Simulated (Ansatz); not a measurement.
G0W0 rungs for SiO2 (P6_322).

```yaml
crystal:
  lattice:
    - [5.06907, 0.00000, 0.00000]
    - [-2.53454, 4.38995, 0.00000]
    - [0.00000, 0.00000, 8.55849]
  atoms:
    - { symbol: Si, position: [0.66667, 0.33333, 0.93713] }
    - { symbol: Si, position: [0.66667, 0.33333, 0.56287] }
    - { symbol: Si, position: [0.33333, 0.66667, 0.06287] }
    - { symbol: Si, position: [0.33333, 0.66667, 0.43713] }
    - { symbol: O, position: [0.00000, 0.42126, 0.00000] }
    - { symbol: O, position: [0.42126, 0.42126, 0.50000] }
    - { symbol: O, position: [0.57874, 0.00000, 0.50000] }
    - { symbol: O, position: [0.57874, 0.57874, 0.00000] }
    - { symbol: O, position: [0.00000, 0.57874, 0.50000] }
    - { symbol: O, position: [0.66667, 0.33333, 0.75000] }
    - { symbol: O, position: [0.33333, 0.66667, 0.25000] }
    - { symbol: O, position: [0.42126, 0.00000, 0.00000] }
```

The cell and positions are those that the Materials Project relaxed with its own functionals (PBE, PBE+U or r2SCAN), kept fixed.

Runs so far (Ansatz 0.2.0, start LDA, PAW set soft_1 files, 6×6×2 mesh). Times are wall times on 1 × NVIDIA H100 80GB HBM3 (shared by 6 runs) with 2 threads of AMD EPYC 7R13 (Zen 3), shared host, good to a factor of about two.

```csv
bands summed,cutoff (eV),gap on the mesh (eV),time
184,50,8.262,31 s
464,100,8.377,60 s
826,150,8.567,2.4 min
```

**Question.** What should the next rung give, with 1443 bands and screening to 220 eV, and where is the limit?

The error falls about as one over the bands when the cutoff rises with them. A line through the two highest rungs given predicts 8.671 eV; the run gave 8.691 eV, close to it. The two highest rungs put the limit near 8.856 eV, the pair below near 8.810 eV; their difference is a rough measure of what is unsettled in bands and cutoff; the mesh is a separate error.

Gaps are over the mesh's points; an edge off the mesh would be missed. Limits: not at the basis limit.

[Paths, hosts, dates, memory and timing lines, banners, echoed tables and standing remarks are left out of the program output.]

[Logs are printed without paths, hosts, clocks, repeated set-up lines and the standing remarks that a program may print on its own settings, such as how far it seeks lower states.]

[Runs of the session that timed out or met a known fault of the program may be left out.]

[Cells called generated may have been cut or substituted from an entry of the Crystallography Open Database or the Materials Project.]

[Hosts, paths, dates, database ids (printed as entryN), source tags and the programs' standing remarks are cut or masked in the printed files.]
